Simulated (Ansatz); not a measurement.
## CdCu2GeSe4 (I-42m): the HSE06 gap against the k mesh of the hybrid

Aim: see how gap, energy and time of CdCu2GeSe4 (I-42m) follow the k mesh of the hybrid.

Main program and level: Ansatz 0.2.0; DFT, HSE06, plane waves, PAW; PAW set soft_1.

## 1. The starting structure

The structure is tetragonal, space group I-42m (No. 121). The conventional cell has a = 5.748 Å, b = 5.748 Å, c = 11.053 Å, α = 90.00°, β = 90.00°, γ = 90.00°. Nearest to Cd lie 4 Se at 2.65 Å. Cu has 4 Se at 2.41 Å nearest. Nearest to Ge lie 4 Se at 2.38 Å. Se has 1 Ge at 2.38 Å and 2 Cu at 2.41 Å and 1 Cd at 2.65 Å nearest. Farther neighbours and most contacts between anions are not listed.

As a file:

```cif
data_structure
_symmetry_space_group_name_H-M 'I-42m'
_symmetry_Int_Tables_number 121
_cell_length_a 5.7482
_cell_length_b 5.7482
_cell_length_c 11.0533
_cell_angle_alpha 90.000
_cell_angle_beta 90.000
_cell_angle_gamma 90.000
_cell_volume 365.22
loop_
_atom_site_label
_atom_site_type_symbol
_atom_site_symmetry_multiplicity
_atom_site_Wyckoff_symbol
_atom_site_fract_x
_atom_site_fract_y
_atom_site_fract_z
_atom_site_occupancy
Cd1 Cd 2 a 0.00000 0.00000 0.00000 1
Cu1 Cu 4 d 0.50000 0.00000 0.25000 1
Ge1 Ge 2 b 0.50000 0.50000 0.00000 1
Se1 Se 8 i 0.27050 0.27050 0.13370 1
```

The cell and positions come from the Crystallography Open Database and are kept as given unless a step says otherwise.

## 2. k mesh of the hybrid: 2×2×2

The input, input.yaml:

```yaml
crystal:
  lattice:
    - [-2.8741, 2.8741, 5.52665]
    - [2.8741, -2.8741, 5.52665]
    - [2.8741, 2.8741, -5.52665]
  atoms:
    - { symbol: Cd, position: [0.0, 0.0, 0.0] }
    - { symbol: Cu, position: [0.25, 0.75, 0.5] }
    - { symbol: Cu, position: [0.75, 0.25, 0.5] }
    - { symbol: Ge, position: [0.5, 0.5, 0.0] }
    - { symbol: Se, position: [0.4042, 0.4042, 0.541] }
    - { symbol: Se, position: [0.5958, 0.1368, 0.0] }
    - { symbol: Se, position: [0.8632, 0.8632, 0.459] }
    - { symbol: Se, position: [0.1368, 0.5958, 0.0] }
kpoints:
  mp_grid: { grid: [2, 2, 2] }
  band_path:
    path:
      - [0.0, 0.0, 0.0]
      - [0.0, 0.0, 0.5]
      - [0.25, 0.25, 0.25]
      - [0.0, 0.5, 0.0]
      - [0.5, 0.5, -0.5]
      - [0.31761139, 0.68238861, -0.31761139]
      - [-0.31761139, 0.31761139, 0.31761139]
      - [-0.13522277, 0.13522277, 0.5]
    npoints: 1
hamiltonian:
  xc: hse06
  pseudopotentials: { kind: paw, azcp: { folder: soft_1 } }
scf:
  occupations: { method: fixed }
  n_extra_bands: 6
output:
  eigenvalues: true
```

Run with:

```console
> ansatz run input.yaml --threads 24 --pin off --max-ram 82944MiB --backend cuda --events-out ev --progress --plain --runs-dir out --devices 1 --max-vram 78GiB
```

Numbers of over 12 decimals in the logs are rounded to 6 here.

What it wrote:

```text
scf.n_extra_bands = 6 over 68 filled bands (N_el = 136.0): the run solves 74 bands
exact exchange: scf.exx.singularity resolves to wigner_seitz, which cuts the screened interaction at the faces of the exchange supercell's Wigner-Seitz cell, so that each pair interacts once, at the shortest of its separations (the periodic images that this leaves out come, for a point-like exchange hole, to about 0.001 eV on a filled level). The cut falls within the interaction's reach, and what an exchange supercel [...]
GPUs: using 1 of 1 available (devices: 1).
Engine: ansatz 0.2.0, aarch64-unknown-linux-gnu
Pseudopotentials: kind: paw
Pseudopotential: Cd, paw, valence charge 20, recommended cutoff 420 eV (normal), soft_1/Cd.paw.azcp
Pseudopotential: Cu, paw, valence charge 19, recommended cutoff 420 eV (normal), soft_1/Cu.paw.azcp
Pseudopotential: Ge, paw, valence charge 14, recommended cutoff 420 eV (normal), soft_1/Ge.paw.azcp
Pseudopotential: Se, paw, valence charge 16, recommended cutoff 420 eV (normal), soft_1/Se.paw.azcp
Functional definition: HSE06
  parameter a = 0.25
  parameter omega = 0.11/bohr
  exchange = pbe_x - a*pbe_x_sr(omega) + a*exact_x_sr(omega)
  correlation = pbe_c
davidson cushion auto → on  (no smearing: the cushion is to keep the highest requested band from converging to the state above it; pin scf.eigensolver.cushion to override)
[...]
Crystal: 8 atoms, lattice volume = 182.610 Å³
Basis set: ecut = 420 eV, 3635 PW (Γ)
Bands: 74, of which v1, the nominal top of the filled ones, is band 68 counted from 1 (67 counted from 0)
Symmetry: 8 space group operations
Space group: I-42m (ITA 121), of the structure as read, at distance tolerance 5.7e-5 Å
k-points: 4 of 8
Non-local potential: Cd, projectors of the file, l = 0: 3, l = 1: 2, l = 2: 2, l = 3: 1
Non-local potential: Cu, projectors of the file, l = 0: 3, l = 1: 2, l = 2: 3, l = 3: 1
Non-local potential: Ge, projectors of the file, l = 0: 2, l = 1: 2, l = 2: 3, l = 3: 1
Non-local potential: Se, projectors of the file, l = 0: 2, l = 1: 2, l = 2: 3, l = 3: 1
PAW form: soft (Blöchl's): semilocal exchange-correlation on the pseudo side does not see the compensation charge
PAW frozen core: Cd, regenerated for the run's functional, and the local potential with it (the file was generated under x = pbe(κ = 0.804, μ = 0.219515), c = pbe(β = 0.066725))
PAW frozen core: Cu, regenerated for the run's functional, and the local potential with it (the file was generated under x = pbe(κ = 0.804, μ = 0.219515), c = pbe(β = 0.066725))
PAW frozen core: Ge, regenerated for the run's functional, and the local potential with it (the file was generated under x = pbe(κ = 0.804, μ = 0.219515), c = pbe(β = 0.066725))
PAW frozen core: Se, regenerated for the run's functional, and the local potential with it (the file was generated under x = pbe(κ = 0.804, μ = 0.219515), c = pbe(β = 0.066725))
PAW one-centre angular grid: Cd, 590 points (default); XC on 64 Gauss nodes
PAW one-centre angular grid: Cu, 590 points (default); XC on 64 Gauss nodes
PAW one-centre angular grid: Ge, 590 points (default); XC on 64 Gauss nodes
[...]
Initial density: superposition of atomic densities (chi_scale 0.1, normalization cell, long waves kept (reshape's long-wave potential 0.02 eV rms))
[...]
hybrid outer 1: dexx = +1.301e-1 eV, tail = 1.78e-3 eV
[...]
SCF iter   5: F=-47687.958915 eV  HF=-47687.958915 eV  |F-HF|=1.43e-8  |Δ(HF+E_count)|=   1.61e-7  Δρ=2.98e-6  dr2=1.63e-8  ethr=3.30e-10  ⟨swp⟩=3.0  Hψ=794  notcnv=0
SCF 3 converged in 5 iterations: F = -47687.958915 eV  dr2 = 1.63e-8
[...]
hybrid outer 2: dexx = +1.188e-5 eV, tail = 4.22e-7 eV, Δε = 1.28e-2 eV (about 3.93e-4 eV left of the loop's levels)
the search or the solves at the SCF's close seem to have found levels that the self-consistency loop had missed (the run counts 1). By its estimate they hold under 1e-12 electrons; where the run keeps them, the occupations were computed again with them
[...]
NSCF: frozen V_eff on 8 k-points
hybrid SCF converged: 2 outer / 13 inner (+26 warm-up), last move |dexx| = 1.19e-5 eV, tail = 4.22e-7 eV
Stability not checked: this state was not tested for a lower state beside it, because the functional holds exact exchange (a hybrid, or Hartree-Fock), whose exchange loop this test does not read (fock_operator; see scf.lower_state_search)
Free energy (F): -47687.958915 eV
Frozen-core exchange: fock
Harris-Foulkes:  -47687.958915 eV  (|F-HF|=1.43e-8)
Internal energy: -47687.958915 eV  (E = F + TS)
E sigma→0 (E₀):  -47687.958915 eV
Fermi energy:    8.058653 eV
--- Per-component energies (eV) ---
  E_band       = -3567.025318
  E_kinetic    = 1495.486239
  E_local      = -28577.298393  (includes V_loc(G=0)·N_el)
  E_nonlocal   = 737.513766
  E_hartree    = 13576.561147
  E_xc         = -567.152236
  E_vxc        = -637.353077  (∫ρ·V_xc dr)
  E_exx        = -635.134484  (= α·E_x^exact, valence–valence)
  E_paw        = -17796.550595  (= ΣΔE_a)
  E_vpaw       = -2468.216684  (= ΣTr[D̂ρ^β])
  E_aug_tail   = 0.000863  (compensation charges beyond the density's cutoff)
  E_ewald      = -15915.683427
  E_core_change = -5.701794  (= ΣΔE_core)
  E_smearing   = -0.000000  (= −TS)
  E_closure    = 0.000000  (closes the sum)
  Σ components = -47687.958915   (vs F -47687.958915, Δ=7.28e-12)
--- Band table (eV) ---
  k-point 0: bands = ["-108.7622", "-108.7622", "-99.6295", "-64.6201", "-64.6201", "-64.6198", "-64.6198", "-64.5801", "-64.5800", "-59.3835", "-59.3357", "-59.3357", "-43.4617", "-43.4615", "-43.4614", "-43.4614", "-43.4260", "-43.4260", "-43.4258", "-43.4258", "-43.4045", "-43.4044", "-43.4044", "-43.4044", "-43.2988", "-43.2987", "-43.2987", "-43.2987", "-43.2985", "-43.2984", "-43.2984", "-43.2984", "-20.5533",  [...]
  k-point 1: bands = ["-108.7622", "-108.7622", "-99.6294", "-64.6202", "-64.6202", "-64.6198", "-64.6197", "-64.5801", "-64.5801", "-59.3835", "-59.3358", "-59.3357", "-43.4616", "-43.4615", "-43.4614", "-43.4614", "-43.4260", "-43.4259", "-43.4258", "-43.4258", "-43.4044", "-43.4044", "-43.4044", "-43.4044", "-43.2987", "-43.2987", "-43.2987", "-43.2987", "-43.2985", "-43.2985", "-43.2984", "-43.2984", "-20.5534",  [...]
  k-point 2: bands = ["-108.7622", "-108.7622", "-99.6294", "-64.6200", "-64.6200", "-64.6200", "-64.6199", "-64.5801", "-64.5801", "-59.3835", "-59.3357", "-59.3357", "-43.4616", "-43.4615", "-43.4614", "-43.4614", "-43.4260", "-43.4260", "-43.4258", "-43.4258", "-43.4045", "-43.4044", "-43.4044", "-43.4044", "-43.2987", "-43.2987", "-43.2987", "-43.2987", "-43.2985", "-43.2985", "-43.2984", "-43.2984", "-20.5533",  [...]
  k-point 3: bands = ["-108.7622", "-108.7621", "-99.6294", "-64.6201", "-64.6201", "-64.6199", "-64.6199", "-64.5801", "-64.5800", "-59.3835", "-59.3357", "-59.3357", "-43.4617", "-43.4614", "-43.4614", "-43.4614", "-43.4261", "-43.4259", "-43.4258", "-43.4258", "-43.4045", "-43.4044", "-43.4044", "-43.4044", "-43.2988", "-43.2988", "-43.2986", "-43.2986", "-43.2985", "-43.2984", "-43.2984", "-43.2984", "-20.5533",  [...]
```

Wall time 4.7 s (1 × NVIDIA GB200 (shared by 2 runs) with 24 threads of Arm Neoverse V2, shared host); peak memory 1.4 GiB; 26 s of CPU time.

This step gave:

```
gap                     : 1.014 eV
valence top at          : Γ
conduction bottom at    : Γ
least direct gap        : 1.014 eV
exact-exchange fraction : 0.25
```

The gap is direct, at Γ.

## 3. k mesh of the hybrid: 4×4×4

Changes to input.yaml since step 2:

```diff
@@ -15,3 +15,3 @@
 kpoints:
-  mp_grid: { grid: [2, 2, 2] }
+  mp_grid: { grid: [4, 4, 4] }
   band_path:
```

What it wrote:

```text
[...]
GPUs: using 1 of 1 available (devices: 1).
[...]
Crystal: 8 atoms, lattice volume = 182.610 Å³
Basis set: ecut = 420 eV, 3635 PW (Γ)
Bands: 74, of which v1, the nominal top of the filled ones, is band 68 counted from 1 (67 counted from 0)
Symmetry: 8 space group operations
[...]
k-points: 13 of 64 (time reversal used)
[...]
hybrid outer 1: dexx = +7.129e-2 eV, tail = 9.51e-4 eV
[...]
SCF 3 converged in 5 iterations: F = -47688.151737 eV  dr2 = 2.05e-8
[...]
NSCF: frozen V_eff on 8 k-points
[...]
Free energy (F): -47688.151735 eV
Frozen-core exchange: fock
[...]
Internal energy: -47688.151735 eV  (E = F + TS)
E sigma→0 (E₀):  -47688.151735 eV
Fermi energy:    8.064014 eV
[...]
--- Band table (eV; the first three rows and the last of 13) ---
[...]
```

Wall time 11 s (1 × NVIDIA GB200 (shared by 2 runs) with 24 threads); peak memory 1.9 GiB; 2 min of CPU time.

This step gave:

```yaml
gap: 0.9650 eV
valence_top_at: Γ
conduction_bottom_at: Γ
least_direct_gap: 0.9650 eV
```

The gap is 0.965 eV, −0.049 eV from the run before at this level.

## 4. The series

Differences are against the last row; a negative gap means that bands overlap, and a run with a band path holds that path's time. Times are wall times on 1 × NVIDIA GB200 (shared by 2 runs) with 24 threads of Arm Neoverse V2, shared host, good to a factor of about two.

| k mesh of the hybrid | gap (eV) | direct gap (eV) | gap error (eV) | energy error (meV/atom) | irreducible k | time |
| --- | --- | --- | --- | --- | --- | --- |
| 2×2×2 | 1.014 | 1.014 | +0.049 | +24.1 | 4 | 4.7 s |
| 4×4×4 | 0.965 | 0.965 | +0.000 | +0.0 | 13 | 11 s |

## 5. Outcome

```yaml
2x2x2: 1.014 eV
4x4x4: 0.965 eV
```

In words: The gap holds to 0.02 eV from 4×4×4 on, the last run itself, so the series does not show convergence. At 2×2×2 the gap is off by +0.049 eV and the energy by +24 meV/atom. The gap is read over the mesh and added points near the edges, so meshes differ mainly through the density and, for a hybrid, the exchange operator. The runs have no spin polarisation. For a closed low-spin shell that is the natural state; where a d or f shell is open it is a constraint, and the gap is then not the crystal's own.

[Paths, hosts, dates, memory and timing lines, banners, echoed tables and standing remarks are left out of the program output.]

[Logs are printed without paths, hosts, clocks, repeated set-up lines and the standing remarks that a program may print on its own settings, such as how far it seeks lower states.]

[Runs of the session that timed out or met a known fault of the program may be left out.]

[Cells called generated may have been cut or substituted from an entry of the Crystallography Open Database or the Materials Project.]

[Hosts, paths, dates, database ids (printed as entryN), source tags and the programs' standing remarks are cut or masked in the printed files.]
